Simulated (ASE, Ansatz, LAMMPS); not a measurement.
# Convergence of a linear-scaling basis for twisted graphene monolayer on bilayer, 21.79° (42 atoms)

Wanted: errors and times of a linear-scaling basis for twisted graphene monolayer on bilayer, 21.79° (42 atoms).

Program: Ansatz 0.2.0. Level of theory: Kohn-Sham DFT, PBE+D3(BJ), PAW (set soft_2), plane waves. Results are calculated unless marked as measured.

## (1) Starting point

The cell holds 42 atoms: 42 C. Its edges and angles: a = 6.508 Å, b = 6.509 Å, c = 20.690 Å, α = 90.0°, β = 90.0°, γ = 120.0°. It derives from C (graphene). Graphene (a = 2.46 Å) under graphene (a = 2.46 Å), monolayer on bilayer, commensurate cell of 7 unit cells a layer, twist 21.79 deg; facing planes 3.32, 3.37 Å apart as built; 14 Å of vacuum; minimised with a classical potential. Regions: layer 1, 14 atoms (14 C); layer 2, 14 atoms (14 C); layer 3, 14 atoms (14 C). Vacuum lies along c.

What the set-up can't give: The cell is under 6 Å thick along two periodic directions, so every atom has periodic images of itself close by, which move with it and show among its neighbours and in g(r). Beside vacuum, support functions can miss their usual error bounds without a warning.

## (2) The classical run that made the cell

A minimisation with a classical potential prepares the built cell.

This step: classical potential: AIREBO (Stuart, Tutein and Harrison, J. Chem. Phys. 112, 6472 (2000)) (LAMMPS stable Jul 2025 - Update 4).

in.lammps reads:

```
units metal
atom_style atomic
boundary p p p
atom_modify map array
read_data structure.data
pair_style airebo 3.0 1 1
pair_coeff * * CH.airebo C
thermo_style custom step temp pe press lx ly lz fmax
thermo 200
min_style cg
minimize 0 1e-4 3000 30000
write_data relaxed.data nocoeff
```

Started as:

```
$ lmp -in in.lammps -log log.lammps -screen none -nocite
```

Numbers of over 12 decimals in the logs are rounded to 6 here.

Log:

```text
LAMMPS (22 Jul 2025 - Update 4)
  42 atoms
   Step          Temp          PotEng         Press            Lx             Ly             Lz            Fmax     
         0   0             -312.45644     -65265.479      6.5085         5.6365263      20.69          0.018607562  
        51   0             -312.46062     -65704.221      6.5085         5.6365263      20.69          2.6955421e-05
Loop time of 0.11294 on 1 procs for 51 steps with 42 atoms
Minimization stats:
  Stopping criterion = force tolerance
  Energy initial, next-to-last, final = 
     -312.456440147009  -312.460624325474  -312.460624326174
  Force two-norm initial, final = 0.065829514 7.1674503e-05
  Force max component initial, final = 0.018607562 2.6955421e-05
  Iterations, force evaluations = 51 102
```

The job ended after 0.7 s (1 thread of Intel Xeon at 2.80GHz (Skylake/Cascade Lake), shared host).

## (3) Plane-wave single point

The first run fixes the reference, at a cutoff of 420 eV.

input.yaml reads:

```yaml
crystal:
  lattice:
    - [6.5085, 0.0, 0.0]
    - [-3.25425, 5.63653, 0.0]
    - [0.0, 0.0, 20.69]
  atoms:
    - { symbol: C, position: [0.19048, 0.2381, 0.3364] }
    - { symbol: C, position: [0.2381, 0.04762, 0.33636] }
    - { symbol: C, position: [0.33333, 0.66667, 0.3364] }
    - { symbol: C, position: [0.38095, 0.47619, 0.33636] }
    - { symbol: C, position: [0.47619, 0.09524, 0.3364] }
    - { symbol: C, position: [0.52381, 0.90476, 0.33636] }
    - { symbol: C, position: [0.61905, 0.52381, 0.3364] }
    - { symbol: C, position: [0.66667, 0.33333, 0.33636] }
    - { symbol: C, position: [0.7619, 0.95238, 0.3364] }
    - { symbol: C, position: [0.80952, 0.7619, 0.33636] }
    - { symbol: C, position: [0.90476, 0.38095, 0.3364] }
    - { symbol: C, position: [0.95238, 0.19048, 0.33636] }
    - { symbol: C, position: [0.04762, 0.80952, 0.3364] }
    - { symbol: C, position: [0.09524, 0.61905, 0.33636] }
    - { symbol: C, position: [0.38095, 0.47619, 0.49949] }
    - { symbol: C, position: [0.42857, 0.28571, 0.49942] }
    - { symbol: C, position: [0.52382, 0.90477, 0.49949] }
    - { symbol: C, position: [0.57143, 0.71429, 0.49944] }
    - { symbol: C, position: [0.66667, 0.33334, 0.49944] }
    - { symbol: C, position: [0.7143, 0.14287, 0.49942] }
    - { symbol: C, position: [0.80952, 0.76191, 0.49948] }
    - { symbol: C, position: [0.85714, 0.57143, 0.49942] }
    - { symbol: C, position: [0.95239, 0.19048, 0.49948] }
    - { symbol: C, position: [0.0, 0.0, 0.49947] }
    - { symbol: C, position: [0.09524, 0.61906, 0.49949] }
    - { symbol: C, position: [0.14286, 0.42858, 0.49944] }
    - { symbol: C, position: [0.2381, 0.04762, 0.49948] }
    - { symbol: C, position: [0.28572, 0.85715, 0.49944] }
    - { symbol: C, position: [0.38095, 0.90476, 0.66295] }
    - { symbol: C, position: [0.33333, 0.66667, 0.66291] }
    - { symbol: C, position: [0.2381, 0.19048, 0.66294] }
    - { symbol: C, position: [0.19047, 0.95238, 0.66295] }
    - { symbol: C, position: [0.52381, 0.61905, 0.66295] }
    - { symbol: C, position: [0.4762, 0.38096, 0.66297] }
    - { symbol: C, position: [0.80952, 0.04761, 0.66294] }
    - { symbol: C, position: [0.76191, 0.80953, 0.66295] }
    - { symbol: C, position: [0.66667, 0.33333, 0.66299] }
    - { symbol: C, position: [0.61904, 0.09524, 0.66297] }
    - { symbol: C, position: [0.95239, 0.7619, 0.66294] }
    - { symbol: C, position: [0.90476, 0.5238, 0.66297] }
    - { symbol: C, position: [0.09524, 0.47619, 0.66295] }
    - { symbol: C, position: [0.04762, 0.23809, 0.66295] }
kpoints:
  mp_grid: { grid: [3, 3, 1] }
hamiltonian:
  xc: pbe
  dispersion: d3bj
scf:
  occupations: { method: fermi_dirac, width: 0.05 }
output:
  forces: true
  populations: true
  dos:
    method: { smearing: { sigma: 0.1 } }
    de: 0.1
    projected:
      site_lists:
        C: [C]
        layer_1: [0, 1, 2, 3, 4, 5, 6, 7, 8, 9, 10, 11, 12, 13]
        layer_2: [14, 15, 16, 17, 18, 19, 20, 21, 22, 23, 24, 25, 26, 27]
        layer_3: [28, 29, 30, 31, 32, 33, 34, 35, 36, 37, 38, 39, 40, 41]
  eigenvalues: true
```

Started as:

```
$ ansatz run input.yaml --threads 32 --pin off --max-ram 143360MiB --backend cuda --events-out ev --progress --plain --runs-dir out
```

Log:

```text
Warning: the atoms were moved onto the symmetric positions of the space group found under crystal.symmetry.tolerance 1.0e-5 (fractional; no operation is sought that the atoms, as they stand in a round, miss by more than twice it, and no atom is moved by as much as it), and the run uses the moved positions. [...]
Engine: ansatz 0.2.0, aarch64-unknown-linux-gnu
Pseudopotentials: kind: paw
Pseudopotential: C, paw, valence charge 4, recommended cutoff 420 eV (normal), C.paw.azcp
[... 5 lines on functional and potentials left out ...]
device memory: the entry about to start is reckoned to put 7.8 GiB on a device that reports 182.5 GiB free
GPU FFT provider: cuFFT
GPU libraries: cuBLAS 13.8.1, cuFFT 12.4.0, cuSOLVER 12.3.2
GPU matrix products: emulated (plane waves: as basis.precision tells), large ones in fixed point in workspaces of 1.00 GiB
Crystal: 42 atoms, lattice volume = 759.020 Å³
Basis set: ecut = 420 eV, 14793 PW (Γ), exchange–correlation on 90×90×288 points (8 copies of the dense FFT grid, shifted against one another)
Bands: 126, of which v1, the nominal top of the filled ones, is band 84 counted from 1 (83 counted from 0)
Symmetry: 3 space group operations
Space group: P3 (ITA 143), of the structure as read, at distance tolerance 9.1e-5 Å
k-points: 3 of 9 (time reversal used)
[... 3 lines on functional and potentials left out ...]
Initial density: superposition of atomic densities (neutral atoms: chi_scale 0, normalization atom), corrected by the library's trained network
Initial wavefunctions: pseudopotential atomic-orbital guess
GPU buffer pool allocated for 291600 grid points (all kernels)
GPU transforms: local potential and band sums: pruned to the plane-wave sphere, on 45×45×144
Functional: x = pbe(κ = 0.804, μ = 0.219515), c = pbe(β = 0.066725)
SCF iter   1: F=—  HF=-10544.295841 eV  |F-HF|=—  |Δ(HF+E_count)|=         —  Δρ=2.40e-3  dr2=6.95e-2  ethr=1.77e-3  ⟨swp⟩=11.7  Hψ=2548  notcnv=0  defer=64
preconditioner: auto → LDOS  [metal: Δε(μ)=0.043 eV  Ē_g=15.008 eV  σ=0.050 eV  W_gap=0.21  n_scr=108 (ndim 8)  ℏωp=17.5 eV  f_vac=0.504  D(μ)=8.59/eV (n_scr^D=38)  β→1.0]
SCF iter   2: F=—  HF=-10544.297482 eV  |F-HF|=—  |Δ(HF+E_count)|=   1.64e-3  Δρ=7.76e-4  dr2=1.11e-2  ethr=4.14e-5  ⟨swp⟩=2.7  Hψ=661  notcnv=0  defer=95
SCF iter   3: F=—  HF=-10544.297892 eV  |F-HF|=—  |Δ(HF+E_count)|=   4.10e-4  Δρ=5.34e-4  dr2=5.16e-3  ethr=6.59e-6  ⟨swp⟩=2.0  Hψ=529  notcnv=0  defer=95
SCF iter   4: F=—  HF=-10544.297169 eV  |F-HF|=—  |Δ(HF+E_count)|=   7.23e-4  Δρ=1.42e-4  dr2=3.77e-4  ethr=3.07e-6  ⟨swp⟩=2.3  Hψ=429  notcnv=0  defer=95
SCF iter   5: F=—  HF=-10544.297956 eV  |F-HF|=—  |Δ(HF+E_count)|=   7.86e-4  Δρ=6.00e-5  dr2=6.70e-5  ethr=2.25e-7  ⟨swp⟩=2.0  Hψ=471  notcnv=0  defer=95
SCF iter   6: F=—  HF=-10544.297917 eV  |F-HF|=—  |Δ(HF+E_count)|=   3.88e-5  Δρ=2.07e-5  dr2=6.63e-6  ethr=3.99e-8  ⟨swp⟩=2.7  Hψ=567  notcnv=0  defer=92
SCF iter   7: F=—  HF=-10544.297919 eV  |F-HF|=—  |Δ(HF+E_count)|=   1.60e-6  Δρ=1.03e-5  dr2=1.63e-6  ethr=3.95e-9  ⟨swp⟩=2.0  Hψ=469  notcnv=0  defer=92
SCF iter   8: F=-10544.297920 eV  HF=-10544.297919 eV  |F-HF|=6.87e-7  |Δ(HF+E_count)|=   4.94e-7  Δρ=1.95e-6  dr2=4.32e-8  ethr=5.95e-11  ⟨swp⟩=22.7  Hψ=3234  notcnv=0
SCF 1 converged in 8 iterations: F = -10544.297920 eV  dr2 = 4.32e-8
  greatest PAW one-centre occupation: 0.674 electrons in one spin orbital (limit 2), on the C atom at site 26 (counted from 0), in its partial waves of l = 0
SCF converged after 8 iterations
Free energy (F): -10544.297920 eV
Harris-Foulkes:  -10544.297919 eV  (|F-HF|=6.87e-7)
Internal energy: -10544.235790 eV  (E = F + TS)
E sigma→0 (E₀):  -10544.266855 eV
Entropy (-TS):   -0.062130 eV (-1.479 meV/atom)
Fermi energy:    1.227521 eV
--- Per-component energies (eV) ---
  E_band       = -1329.742787
  E_kinetic    = 3826.442599
  E_local      = -74681.165926  (includes V_loc(G=0)·N_el)
  E_nonlocal   = 1148.702037
  E_hartree    = 35580.895144
  E_xc         = -2018.117836
  E_vxc        = -2498.769509  (∫ρ·V_xc dr)
  E_paw        = -4173.254320  (= ΣΔE_a)
  E_vpaw       = -286.730346  (= ΣTr[D̂ρ^β])
  E_aug_tail   = 0.000319  (compensation charges beyond the density's cutoff)
  E_ewald      = 29777.763475
  E_disp       = -5.501283  (pairwise vdW)
  E_smearing   = -0.062130  (= −TS)
  E_closure    = -0.000000  (closes the sum)
  Σ components = -10544.297920   (vs F -10544.297920, Δ=0.00e0)
--- Forces (eV/Å), atoms counted from 1 ---
[... 42 lines of forces left out ...]
  max |Σ_I F_I| component: 4.35e-5 eV/Å
--- Band table (eV) ---
[... left out ...]
--- Löwdin populations: 42 sites ---
  site symbol       q [e]
[... 42 lines, one an atom, left out ...]
  spilling = 0.009394 (of n_electrons = 168.000000)
```

Wall time 1.7 s (1 × NVIDIA GB200 with 32 threads of Arm Neoverse V2, shared host); peak memory 1.3 GiB.

The column dr2 measures how far the density is from self-consistency, as an energy; F and HF (Harris–Foulkes) agree once it is small.

That memory is the host's; the program planned up to 7.8 GiB on the GPU. Forces of this run were stored rounded, and per-atom blocks of the log weren't kept.

The program notes that positions were snapped to a detected symmetry.

Read from the output:

```
free energy                             : -10544.2979 eV
free energy per atom                    : -251.0547 eV/atom
SCF cycles                              : 8
r.m.s. force component                  : 0.02137 eV/Å
longest force                           : 0.06833 eV/Å
Fermi energy                            : 1.228 eV
levels partly filled by over 2 per cent : 4
spilling of the projection              : 0.009394
```

Length of the force by element:

```csv
element,coordination,atoms,mean length of the force (eV/Å),spread,least,most
C,all,42,0.0332,0.0164,0.0109,0.0683
```

The mean of these charges, 0.038 e, is only the charge that the projection spills.

Löwdin charges by element (they lack the spilled electrons, 0.038 e an atom on average):

```csv
element,coordination,atoms,mean charge (e),spread,least,most
C,all,42,0.0376,0.0028,0.0321,0.0406
```

By region:

```csv
region,atoms,mean length of the force (eV/Å)
layer 1,14,0.037
layer 2,14,0.042
layer 3,14,0.02
```

Density of states as counts of states in windows of 1 eV (from the Fermi level), total and some projections:

```csv
from (eV),to (eV),total,C p,layer 3,layer 1,layer 2,C s
-14,-13,3.1,1.4,1.1,1.0,1.1,1.7
-13,-12,11.1,7.2,3.6,3.7,3.6,3.8
-12,-11,5.2,3.5,1.7,1.8,1.7,1.7
-11,-10,7.0,5.2,2.3,2.3,2.3,1.7
-10,-9,9.4,7.6,3.1,3.1,3.1,1.7
-9,-8,7.5,6.3,2.5,2.4,2.6,1.2
-8,-7,12.8,11.5,4.3,4.5,3.8,1.0
-7,-6,19.8,18.6,6.4,6.3,6.9,1.0
-6,-5,14.6,14.4,4.6,4.6,5.3,0.1
-5,-4,13.7,13.3,4.7,4.7,4.2,0.3
-4,-3,10.3,10.3,3.3,3.4,3.7,0.0
-3,-2,9.9,9.9,3.7,3.3,2.9,0.0
-2,-1,4.7,4.7,1.4,1.6,1.7,0.0
-1,0,1.4,1.3,0.4,0.4,0.5,0.0
0,1,1.3,1.3,0.4,0.4,0.4,0.0
1,2,5.1,4.9,1.4,1.9,1.6,0.0
2,3,10.9,10.5,3.8,3.2,3.5,0.0
3,4,3.2,1.8,0.6,0.6,0.6,0.0
4,5,7.5,4.5,1.6,1.5,1.4,0.0
```

Between -20 and -14 eV lie 38 more states.

Not all projections were asked for or kept, so they needn't add up to the total.

The levels nearest the highest filled one (over half full), pooled over k-points and spins:

```csv
level less the highest filled one (eV),occupation
-1.99,2
-1.90,2
-1.68,2
-1.37,2
-0.308,2.00
0,1.04
0.0051,0.992
0.0051,0.992
0.0069,0.974
0.332,0.003
1.33,0
1.48,0
```

Löwdin charges run from +0.03 to +0.04 e, about a mean that is the spilled charge alone. Within 0.4 eV of the Fermi level the largest share is C p (100 % of the projected weight).

## (4) Local order

Bonds and neighbours are counted at the geometry of the runs.

Normalised to the volume that the atoms fill. Pair distribution function in bins of 0.2 Å:

```csv
r (Å),total
1.40,4.50
1.60,0.00
1.80,0.00
2.00,0.00
2.20,0.00
2.40,2.98
2.60,0.00
2.80,1.15
3.00,0.00
3.20,0.00
3.40,0.21
3.60,1.04
3.80,1.58
4.00,0.08
4.20,1.60
4.40,0.71
4.60,0.17
4.80,0.30
5.00,1.66
5.20,0.86
5.40,0.40
5.60,0.45
5.80,0.21
6.00,0.22
6.20,1.22
6.40,0.10
6.60,1.25
6.80,0.20
```

Bonds by pair of elements; cutoffs follow the first minimum of g(r), held within bounds set by covalent radii, and pairs that aren't listed don't count as bonded:

```csv
pair A-B,cutoff (Å),bonds,mean length (Å),spread (Å),shortest (Å),B about A,A about B
C-C,1.82,63,1.42,0,1.42,3,3
```

How many atoms have how many bonded neighbours:

```csv
element,mean,3
C,3,42
```

Bond angles, per cent of each kind in bins of 5°:

```csv
angle (°),C-C-C
115–120,59.5
120–125,40.5
```

Bond angles (no mean is given where the spread exceeds 20°):

```csv
angle,count,mean (°),spread (°)
C-C-C,126,120,0
```

With the cutoffs above, all C atoms have 3 bonded neighbours.

The surroundings of C10, picked at random, nearest first, numbered as they follow in the input and with coordinates relative to it.

```csv
atom,x,y,z,distance (Å),bonds,Löwdin charge (e),Fx,Fy,Fz (eV/Å)
C10,0.00,0.00,0.00,0.00,3,0.04,0.000,0.002,0.047
C7,-0.46,-1.34,0.00,1.42,3,0.04,-0.001,-0.001,-0.028
C13,1.39,0.27,0.00,1.42,3,0.04,0.000,0.001,-0.028
C9,-0.93,1.07,0.00,1.42,3,0.04,0.001,0.000,-0.028
C6,-2.32,0.81,0.00,2.46,3,0.04,-0.001,0.001,0.046
C4,-1.86,-1.61,0.00,2.46,3,0.04,0.002,0.000,0.046
C14,2.32,-0.81,0.00,2.46,3,0.04,-0.001,-0.002,0.046
C8,0.46,-2.42,0.00,2.46,3,0.04,0.000,0.000,0.047
C2,1.86,1.61,0.00,2.46,3,0.04,-0.001,-0.001,0.047
C12,-0.46,2.42,0.00,2.46,3,0.04,0.001,-0.001,0.047
```

The column of bonds counts only the pairs C-C within 1.82 Å; other neighbours, such as metal atoms beside each other in a compound, aren't counted, and periodic images can show an atom twice.

## (5) Support functions medium

The cell is solved in localised support functions. The level medium gives here a grid of 30×30×96 points and a radius of 3.48 Å.

This step: Kohn-Sham DFT, PBE+D3(BJ), PAW (set soft_2), localised support functions (medium) (Ansatz 0.2.0).

input.yaml, the sections that differ from step 3:

```yaml
scf:
  occupations: { method: fermi_dirac, width: 0.05 }
  eigensolver: { kind: { support_functions: { accuracy: medium } } }
  mixing: { beta: 0.4 }
  max_iter: 150
output:
  forces: true
  eigenvalues: true
# crystal, kpoints, hamiltonian: as in step 3
```

Log:

```text
Warning: scf.eigensolver.kind.support_functions: disabling space-group detection — the functions' gradient is summed over unrotated k-points, so no spatial operation reduces the k-mesh or symmetrises the density; time reversal is kept, so that k and −k are solved as one point where they differ and the mesh holds both, and exact exchange and, on two spinor components, a DFT+U term hold to it where the run has them: [...]
settings of this run that can trade accuracy for cost: scf.eigensolver.kind.support_functions [...]
[...]
GPU FFT provider: cuFFT
GPU libraries: cuBLAS 13.8.1, cuFFT 12.4.0, cuSOLVER 12.3.2
[...]
Crystal: 42 atoms, lattice volume = 759.020 Å³
Basis set: ecut = 420 eV, 14793 PW (Γ), exchange–correlation on 90×90×288 points (8 copies of the dense FFT grid, shifted against one another)
Bands: 101, of which v1, the nominal top of the filled ones, is band 84 counted from 1 (83 counted from 0)
Symmetry: 1 space group operations
k-points: 5 of 9 (time reversal used)
[...]
GPU buffer pool allocated for 291600 grid points (all kernels)
Eigensolver: Support functions (medium, 30×30×96 points, laid for a spacing of at most 0.228497 Å, radius 3.476600 Å, 21 sites without an atom, 1 species' potentials softened for the grid, 1 wholly corrected for its errors in the mean over positions, 1 with the egg-box correction, energy correction by stochastic trace)
[...]
SCF iter   1: F=—  HF=-10553.608758 eV  |F-HF|=—  |Δ(HF+E_count)|=         —  Δρ=7.49e-2  dr2=4.11e1  ethr=1.00e-1
[...]
SCF iter   9: F=—  HF=-10544.452338 eV  |F-HF|=—  |Δ(HF+E_count)|=   6.28e-4  Δρ=2.52e-5  dr2=2.18e-6  ethr=1.42e-8  κ⁻¹=2.5e-8(r=7)
SCF iter  10: F=-10544.452762 eV  HF=-10544.452759 eV  |F-HF|=2.42e-6  |Δ(HF+E_count)|=   4.21e-4  Δρ=7.40e-6  dr2=3.43e-7  ethr=1.30e-9
SCF 1 converged in 10 iterations: F = -10544.455853 eV  dr2 = 3.43e-7
[...]
SCF converged after 10 iterations
Stability not checked: this state was not tested for a lower state beside it, because the mixer in use, unlike msr1, does not test its closes by its own steps (another_mixer; see scf.mixing.algorithm and scf.lower_state_search)
Free energy (F): -10544.455853 eV
[...]
Internal energy: -10544.393723 eV  (E = F + TS)
E sigma→0 (E₀):  -10544.424788 eV
Entropy (-TS):   -0.062129 eV (-1.479 meV/atom)
Fermi energy:    1.227499 eV
[...]
Σ components = -10544.455853   (vs F -10544.455853, Δ=0.00e0)
--- Forces (eV/Å), atoms counted from 1 ---
[... 42 lines of forces left out ...]
  max |Σ_I F_I| component: 4.28e-3 eV/Å
--- Band table (eV; the first three rows and the last of 5) ---
```

The job ended after 2.9 s (1 × NVIDIA GB200 with 32 threads; peak memory 1.2 GiB; 7.3 s of CPU time).

That memory is the host's; the program planned up to 1.8 GiB on the GPU.

The program notes that the band table was not solved further than the SCF left it and it switched symmetry off.

Keys that differ from the reference: support_functions.accuracy = "medium", scf.max_iter = 150 and scf.mixing.beta = 0.4.

Forces differ from the reference by 0.75 meV/Å r.m.s.; the energy by -3.8 meV/atom.

## (6) The ladder side by side

Differences are against the plane-wave reference (Kohn-Sham DFT, PBE+D3(BJ), PAW (set soft_2), plane waves), whose r.m.s. force component is 0.0214 eV/Å. Energies are set beside the reference only for runs with its functional, potentials and electron count. Times are for 1 × NVIDIA GB200 with 32 threads of Arm Neoverse V2, shared host. The reference's time includes the DOS, which some other runs skip.

```csv
run,"Δ force, r.m.s. (meV/Å)",Δ energy (meV/atom),cycles,time,host memory (GiB),planned on the GPU (GiB)
reference,-,-,8,1.7 s,1.3,7.8
support functions medium,0.748,-3.76,10,2.9 s,1.2,1.8
```

## (7) Results

```
free energy per atom        : -251.0547 eV/atom
r.m.s. force component      : 0.02137 eV/Å
wall time of the 2 DFT runs : 4.5 s
```

What this shows: The setting support functions medium changes forces by 0.75 meV/Å r.m.s. At 42 atoms the run with support functions medium takes roughly 1.7 times the time of plane waves (whose run also made extra analyses, so the like-for-like ratio is larger), in 10 SCF cycles against 8. Differences between support functions and plane waves include what basis error the plane-wave run still has.

No gap is quoted, since levels at the Fermi energy are partly filled. With the cutoffs above, all C atoms have 3 bonded neighbours.

[Logs are printed without paths, hosts, clocks, repeated set-up lines and the standing remarks that a program may print on its own settings, such as how far it seeks lower states.]

[Hosts, paths, dates, database ids (printed as entryN), source tags and the programs' standing remarks are cut or masked in the printed files.]
